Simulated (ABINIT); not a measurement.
# TiO2 (Rutile): a self-consistent loop beyond G0W0, cycle by cycle

Aim: iterate the self-energy on TiO2 (Rutile) and follow the gap from cycle to cycle.

Method: LDA and many-body steps on it, plane waves, in ABINIT 10.8.3.

**The experiments to reproduce.**

- Gap 3.03 eV: direct gap, E perpendicular to c; optical experiment; 1.6 K; bulk crystal (literature value) (quoted in “Shallow Valence Band of Rutile GeO2 and P-type Doping”, 2020, arxiv:2011.08928).

- Gap 3.28 eV: optical bandgap after anatase to rutile transformation; spectroscopic ellipsometry; film (polycrystalline sol-gel film on Si(100), annealed at high temperature below 800 °C) (“Photocatalytic Performance of Sol-Gel Prepared TiO2 Thin Films Annealed at Various Temperatures”, 2023, pmc:10419699).

- Gap 3.03 eV: experimental band gap, quoted; bulk crystal (quoted in “Polaron-induced phonon localization and stiffening in rutile TiO2”, 2016, arxiv:1612.05679).

- Gap 3.09 ± 0.06 eV: optical gap from Tauc plot assuming indirect allowed transition; UV/vis diffuse reflectance, Kubelka-Munk and Tauc analysis; film (30 nm ALD shell on quartz particles, grown at 200 C, annealed in air at 500 C; rutile-rich with some anatase) on SiO2 (quartz particles) (“Defect-Mediated Crystallization of the Particulate TiO2 Photocatalyst Grown by Atomic Layer Deposition”, 2024, pmc:11726664).

- Gap 3.05 eV: band gap; bulk crystal (literature experimental value) (quoted in “Hydrogen related defects in titanium dioxide at the interface to palladium”, 2021, arxiv:2112.05953).

Report form: the programs' logs are mostly left out.

### 1. Starting point

The structure is tetragonal, space group P4_2/mnm (No. 136). Conventional cell: a = 4.592 Å, b = 4.592 Å, c = 2.957 Å, α = 90.00°, β = 90.00°, γ = 90.00°. Nearest to Ti lie 6 O at 1.95 to 1.98 Å. O has 3 Ti at 1.95 to 1.98 Å nearest. Farther neighbours and most contacts between anions are not listed.

The cell and positions come from the Crystallography Open Database and are kept as given unless a step says otherwise.

### 2. Empty states on the mesh, 2×2×4 mesh, 119 bands

This step: ABINIT 10.8.3; DFT, LDA, plane waves, norm-conserving pseudopotentials.

The sums over transitions need many empty states on a uniform mesh; this step solves for them.

Input file run.abi:

```
acell 3*1.0 Angstrom
rprim 
  4.592200000000 0.000000000000 0.000000000000
  0.000000000000 4.592200000000 0.000000000000
  0.000000000000 0.000000000000 2.957400000000
ntypat 2
znucl 22 8
natom 6
typat 1 1 2 2 2 2
xred 
  0.000000000000 0.000000000000 0.000000000000
  0.500000000000 0.500000000000 0.500000000000
  0.304960000000 0.304960000000 0.000000000000
  0.195040000000 0.804960000000 0.500000000000
  0.695040000000 0.695040000000 0.000000000000
  0.804960000000 0.195040000000 0.500000000000
pp_dirpath "pseudos"
pseudos "Ti.upf, O.upf"
ecut 38
ngkpt 2 2 4
nshiftk 1
shiftk 0 0 0
kptopt 1
chksymbreak 0
iscf -2
irdden 1
istwfk *1
nband 119
nbdbuf 10
tolwfr 1e-09
nstep 60
prtvol 0
indata_prefix "in"
outdata_prefix "out"
tmpdata_prefix "tmp"
```

Launch:

```bash
OMP_NUM_THREADS=1 mpirun -n 4 abinit run.abi > log
```

Wall time 46 s (4 MPI ranks of Arm Neoverse V1, shared host); peak memory 0.34 GiB; 3 min of CPU time.

This step gave:

| Item | Value |
| --- | --- |
| gap | 1.836 eV |
| k of the valence top | 0, 0, 0 |
| k of the conduction bottom | 0, 0, 0 |
| least direct gap | 1.836 eV |
| k points computed | 9 |
| lowest point of the top converged band, above the valence top | 58.8732 eV |

On this mesh the gap is 1.836 eV.

The density comes from a self-consistent run that is not shown.

### 3. Screening, 2×2×4 mesh, 109 bands, screening to 106.1 eV

The RPA dielectric matrix is built and inverted for each q.

This step: RPA screening on LDA, plane waves, norm-conserving pseudopotentials.

run.abi: that of step 2 with these lines changed.

```diff
@@ -24,10 +24,11 @@
 chksymbreak 0
-iscf -2
-irdden 1
 istwfk *1
-nband 119
-nbdbuf 10
-tolwfr 1e-09
-nstep 60
-prtvol 0
+occopt 1
+irdwfk 1
+optdriver 3
+nband 109
+ecuteps 3.9
+inclvkb 2
+awtr 1
+symchi 1
 indata_prefix "in"
```

Elapsed: 44 s, on 4 MPI ranks; peak memory 1.1 GiB.

This step gave:

| Property | Result |
| --- | --- |
| ε∞ with local fields, on this mesh, along the program's q direction | 9.358 |
| the same without local fields | 9.754 |
| plasma frequency | 32.58 eV |
| plane waves in the screening matrix | 161 |

Local fields lower ε∞ by 4 %. On a Γ-centred mesh this coarse the value itself is usually too large, while a short band sum pulls it down.

### 4. G0W0

The self-energy is evaluated for the states that the input lists, and the levels follow from it, in one-shot runs by the linearised quasiparticle equation.

This step: G0W0 on LDA, plane waves, norm-conserving pseudopotentials.

run.abi: that of step 3 with these lines changed.

```diff
@@ -27,8 +27,25 @@
 irdwfk 1
-optdriver 3
+optdriver 4
 nband 109
+gwcalctyp 0
+ecutsigx 38
+symsigma 1
+nkptgw 6
+kptgw 
+  0.0000000000 0.0000000000 0.0000000000
+  0.5000000000 0.0000000000 0.0000000000
+  0.5000000000 0.5000000000 0.0000000000
+  0.0000000000 0.0000000000 0.5000000000
+  0.5000000000 0.0000000000 0.5000000000
+  0.5000000000 0.5000000000 0.5000000000
+bdgw 
+  22 26
+  23 26
+  23 26
+  23 26
+  23 26
+  23 26
 ecuteps 3.9
-inclvkb 2
-awtr 1
-symchi 1
+irdscr 1
+ppmodel 1
 indata_prefix "in"
```

Run time: 15 s. Hardware: 4 MPI ranks; peak memory 0.81 GiB.

Numbers from this step:

```yaml
g0w0_gap_on_the_mesh: 3.292 eV
starting_gap_on_the_mesh: 1.836 eV
k_of_the_valence_top: 0, 0, 0
k_of_the_conduction_bottom: 0.5, 0, 0.5
z_at_the_valence_top: 0.767
z_at_the_conduction_bottom: 0.781
least_direct_g0w0_gap_on_the_computed_points: 3.369 eV
```

The gap on the mesh goes from 1.84 eV to 3.29 eV, a correction of +1.46 eV.

### 5. evGW0, cycle 1

This step: evGW0 on LDA, plane waves, norm-conserving pseudopotentials.

run.abi: that of step 4 with these lines changed.

```diff
@@ -29,6 +29,6 @@
 nband 109
-gwcalctyp 0
+gwcalctyp 10
 ecutsigx 38
 symsigma 1
-nkptgw 6
+nkptgw 9
 kptgw 
@@ -37,2 +37,5 @@
   0.5000000000 0.5000000000 0.0000000000
+  0.0000000000 0.0000000000 0.2500000000
+  0.5000000000 0.0000000000 0.2500000000
+  0.5000000000 0.5000000000 0.2500000000
   0.0000000000 0.0000000000 0.5000000000
@@ -41,8 +44,11 @@
 bdgw 
-  22 26
-  23 26
-  23 26
-  23 26
-  23 26
-  23 26
+  13 30
+  13 30
+  13 30
+  13 30
+  13 30
+  13 30
+  13 30
+  13 30
+  13 30
 ecuteps 3.9
```

It took 87 s on 4 MPI ranks; peak memory 1.5 GiB.

This step gave:

- quasiparticle gap on the mesh: 3.689 eV
- gap of the density functional on the mesh: 1.836 eV
- k of the valence top: 0, 0, 0
- k of the conduction bottom: 0.5, 0, 0.5
- Z at the valence top: 0.767
- Z at the conduction bottom: 0.781
- least direct quasiparticle gap on the computed points: 3.793 eV

Against G0W0 in ABINIT (2×2×4 mesh, 109 bands, screening to 106.1 eV, Godby-Needs plasmon pole), the gap moves by +0.397 eV. This first cycle still uses the starting levels; it takes the full correction, at all points of the mesh, and its linearised value is 3.292 eV.

### 6. evGW0, cycle 2

The corrected levels of the last cycle go back in.

run.abi: that of step 5 with these lines changed.

```diff
@@ -56,2 +56,3 @@
 ppmodel 1
+irdqps 1
 indata_prefix "in"
```

Elapsed: 87 s, on 4 MPI ranks; peak memory 1.5 GiB; 5.8 min of CPU time.

This step gave:

- quasiparticle gap on the mesh: 3.582 eV
- gap of the density functional on the mesh: 1.836 eV
- k of the valence top: 0, 0, 0
- k of the conduction bottom: 0.5, 0, 0.5
- least direct quasiparticle gap on the computed points: 3.636 eV

Against the cycle before, the gap moves by −0.107 eV.

### 7. evGW0, cycle 3

run.abi is that of step 6.

Run time: 87 s. Hardware: 4 MPI ranks; peak memory 1.5 GiB; 5.8 min of CPU time.

This step gave:

- quasiparticle gap on the mesh: 3.581 eV
- gap of the density functional on the mesh: 1.836 eV
- k of the valence top: 0, 0, 0
- k of the conduction bottom: 0.5, 0, 0.5
- least direct quasiparticle gap on the computed points: 3.645 eV

Against the cycle before, the gap moves by −0.001 eV.

### 8. Screening, 2×2×4 mesh, 109 bands, screening to 106.1 eV

This step: RPA screening on LDA, plane waves, norm-conserving pseudopotentials.

Input file run.abi:

```
acell 3*1.0 Angstrom
rprim 
  4.592200000000 0.000000000000 0.000000000000
  0.000000000000 4.592200000000 0.000000000000
  0.000000000000 0.000000000000 2.957400000000
ntypat 2
znucl 22 8
natom 6
typat 1 1 2 2 2 2
xred 
  0.000000000000 0.000000000000 0.000000000000
  0.500000000000 0.500000000000 0.500000000000
  0.304960000000 0.304960000000 0.000000000000
  0.195040000000 0.804960000000 0.500000000000
  0.695040000000 0.695040000000 0.000000000000
  0.804960000000 0.195040000000 0.500000000000
pp_dirpath "pseudos"
pseudos "Ti.upf, O.upf"
ecut 38
ngkpt 2 2 4
nshiftk 1
shiftk 0 0 0
kptopt 1
chksymbreak 0
istwfk *1
occopt 1
irdwfk 1
optdriver 3
nband 109
ecuteps 3.9
inclvkb 2
awtr 1
symchi 1
gwcalctyp 10
mbpt_sciss 1.911 eV
nqptdm 1
qptdm 
  0 0 0
indata_prefix "in"
outdata_prefix "out"
tmpdata_prefix "tmp"
```

The job ended after 21 s (4 MPI ranks; peak memory 1.1 GiB; 85 s of CPU time).

Numbers from this step:

| Item | Value |
| --- | --- |
| ε∞ with local fields, on this mesh, along the program's q direction | 6.946 |
| the same without local fields | 7.201 |
| plasma frequency | 32.58 eV |
| plane waves in the screening matrix | 161 |

This screening uses the functional's bands under a rigid shift, the mean opening of the cycle before.

### 9. Screening, 2×2×4 mesh, 109 bands, screening to 106.1 eV

This step: RPA screening on LDA from quasiparticle energies, plane waves, norm-conserving pseudopotentials.

run.abi: that of step 8 with these lines changed.

```diff
@@ -33,7 +33,14 @@
 symchi 1
+irdqps 1
 gwcalctyp 10
-mbpt_sciss 1.911 eV
-nqptdm 1
+nqptdm 8
 qptdm 
-  0 0 0
+  0.5000000000 0.0000000000 0.0000000000
+  0.5000000000 0.5000000000 0.0000000000
+  0.0000000000 0.0000000000 0.2500000000
+  0.5000000000 0.0000000000 0.2500000000
+  0.5000000000 0.5000000000 0.2500000000
+  0.0000000000 0.0000000000 0.5000000000
+  0.5000000000 0.0000000000 0.5000000000
+  0.5000000000 0.5000000000 0.5000000000
 indata_prefix "in"
```

Input file mrgscr.stdin:

```
2
merged
q0_SCR
out_SCR
1
```

Launch:

```bash
OMP_NUM_THREADS=1 mpirun -n 4 abinit run.abi > log; mrgscr < mrgscr.stdin
```

Wall time 26 s (4 MPI ranks); peak memory 0.98 GiB.

This step gave:

| Quantity | Value |
| --- | --- |
| plasma frequency | 32.58 eV |
| plane waves in the screening matrix | 161 |

This screening reads the quasiparticle levels of the cycle before.

### 10. evGW, cycle 1

This step: evGW on LDA, plane waves, norm-conserving pseudopotentials.

run.abi: that of step 9 with these lines changed.

```diff
@@ -27,12 +27,10 @@
 irdwfk 1
-optdriver 3
+optdriver 4
 nband 109
-ecuteps 3.9
-inclvkb 2
-awtr 1
-symchi 1
-irdqps 1
 gwcalctyp 10
-nqptdm 8
-qptdm 
+ecutsigx 38
+symsigma 1
+nkptgw 9
+kptgw 
+  0.0000000000 0.0000000000 0.0000000000
   0.5000000000 0.0000000000 0.0000000000
@@ -45,2 +43,16 @@
   0.5000000000 0.5000000000 0.5000000000
+bdgw 
+  13 30
+  13 30
+  13 30
+  13 30
+  13 30
+  13 30
+  13 30
+  13 30
+  13 30
+ecuteps 3.9
+irdscr 1
+ppmodel 1
+irdqps 1
 indata_prefix "in"
```

Launch:

```bash
OMP_NUM_THREADS=1 mpirun -n 4 abinit run.abi > log
```

The job ended after 87 s (4 MPI ranks; peak memory 1.5 GiB; 5.8 min of CPU time).

Numbers from this step:

```yaml
quasiparticle_gap_on_the_mesh: 4.001 eV
gap_of_the_density_functional_on_the_mesh: 1.836 eV
k_of_the_valence_top: 0, 0, 0
k_of_the_conduction_bottom: 0.5, 0, 0.5
least_direct_quasiparticle_gap_on_the_computed_points: 4.062 eV
```

Against G0W0 in ABINIT (2×2×4 mesh, 109 bands, screening to 106.1 eV, Godby-Needs plasmon pole), the gap moves by +0.709 eV.

### 11. Screening, 2×2×4 mesh, 109 bands, screening to 106.1 eV

This step: RPA screening on LDA, plane waves, norm-conserving pseudopotentials.

Input file run.abi:

```
acell 3*1.0 Angstrom
rprim 
  4.592200000000 0.000000000000 0.000000000000
  0.000000000000 4.592200000000 0.000000000000
  0.000000000000 0.000000000000 2.957400000000
ntypat 2
znucl 22 8
natom 6
typat 1 1 2 2 2 2
xred 
  0.000000000000 0.000000000000 0.000000000000
  0.500000000000 0.500000000000 0.500000000000
  0.304960000000 0.304960000000 0.000000000000
  0.195040000000 0.804960000000 0.500000000000
  0.695040000000 0.695040000000 0.000000000000
  0.804960000000 0.195040000000 0.500000000000
pp_dirpath "pseudos"
pseudos "Ti.upf, O.upf"
ecut 38
ngkpt 2 2 4
nshiftk 1
shiftk 0 0 0
kptopt 1
chksymbreak 0
istwfk *1
occopt 1
irdwfk 1
optdriver 3
nband 109
ecuteps 3.9
inclvkb 2
awtr 1
symchi 1
gwcalctyp 10
mbpt_sciss 2.335 eV
nqptdm 1
qptdm 
  0 0 0
indata_prefix "in"
outdata_prefix "out"
tmpdata_prefix "tmp"
```

It took 21 s on 4 MPI ranks; peak memory 1.1 GiB; 82 s of CPU time.

This step gave:

- ε∞ with local fields, on this mesh, along the program's q direction: 6.609
- the same without local fields: 6.846
- plasma frequency: 32.58 eV
- plane waves in the screening matrix: 161

This screening uses the functional's bands under a rigid shift, the mean opening of the cycle before.

### 12. Screening, 2×2×4 mesh, 109 bands, screening to 106.1 eV

This step: RPA screening on LDA from quasiparticle energies, plane waves, norm-conserving pseudopotentials.

run.abi: that of step 11 with these lines changed.

```diff
@@ -33,7 +33,14 @@
 symchi 1
+irdqps 1
 gwcalctyp 10
-mbpt_sciss 2.335 eV
-nqptdm 1
+nqptdm 8
 qptdm 
-  0 0 0
+  0.5000000000 0.0000000000 0.0000000000
+  0.5000000000 0.5000000000 0.0000000000
+  0.0000000000 0.0000000000 0.2500000000
+  0.5000000000 0.0000000000 0.2500000000
+  0.5000000000 0.5000000000 0.2500000000
+  0.0000000000 0.0000000000 0.5000000000
+  0.5000000000 0.0000000000 0.5000000000
+  0.5000000000 0.5000000000 0.5000000000
 indata_prefix "in"
```

mrgscr.stdin is that of step 9.

Launch:

```bash
OMP_NUM_THREADS=1 mpirun -n 4 abinit run.abi > log; mrgscr < mrgscr.stdin
```

Elapsed: 26 s, on 4 MPI ranks; peak memory 0.98 GiB; 1.7 min of CPU time.

This step gave:

```yaml
plasma_frequency: 32.58 eV
plane_waves_in_the_screening_matrix: 161
```

This screening reads the quasiparticle levels of the cycle before.

### 13. evGW, cycle 2

This step: evGW on LDA, plane waves, norm-conserving pseudopotentials.

run.abi: that of step 12 with these lines changed.

```diff
@@ -27,12 +27,10 @@
 irdwfk 1
-optdriver 3
+optdriver 4
 nband 109
-ecuteps 3.9
-inclvkb 2
-awtr 1
-symchi 1
-irdqps 1
 gwcalctyp 10
-nqptdm 8
-qptdm 
+ecutsigx 38
+symsigma 1
+nkptgw 9
+kptgw 
+  0.0000000000 0.0000000000 0.0000000000
   0.5000000000 0.0000000000 0.0000000000
@@ -45,2 +43,16 @@
   0.5000000000 0.5000000000 0.5000000000
+bdgw 
+  13 30
+  13 30
+  13 30
+  13 30
+  13 30
+  13 30
+  13 30
+  13 30
+  13 30
+ecuteps 3.9
+irdscr 1
+ppmodel 1
+irdqps 1
 indata_prefix "in"
```

Launch:

```bash
OMP_NUM_THREADS=1 mpirun -n 4 abinit run.abi > log
```

Elapsed: 87 s, on 4 MPI ranks; peak memory 1.5 GiB; 5.8 min of CPU time.

Numbers from this step:

```
quasiparticle gap on the mesh                         : 4.063 eV
gap of the density functional on the mesh             : 1.836 eV
k of the valence top                                  : 0, 0, 0
k of the conduction bottom                            : 0.5, 0, 0.5
least direct quasiparticle gap on the computed points : 4.123 eV
```

Against the cycle before, the gap moves by +0.062 eV.

(Continued in part 2 of 2.)

[Paths, hosts, dates, memory and timing lines, banners, echoed tables and standing remarks are left out of the program output.]

[Logs are printed without paths, hosts, clocks, repeated set-up lines and the standing remarks that a program may print on its own settings, such as how far it seeks lower states.]

[Runs of the session that timed out or met a known fault of the program may be left out.]

[No measured gap is set beside runs whose start may be inverted or whose files or cutoffs have a known fault.]

[Loops that did not settle are left out.]

[Hosts, paths, dates, database ids (printed as entryN), source tags and the programs' standing remarks are cut or masked in the printed files.]

[G0W0 gaps are taken among the corrected bands and points alone; a level outside them can change the order at an edge.]

[Where Ansatz stands beside ABINIT at settings called matched, ABINIT's density can come from a denser mesh and the files from another edition; pairs whose starting gaps differed by over 0.03 eV were left out, so agreement reads better than it is.]
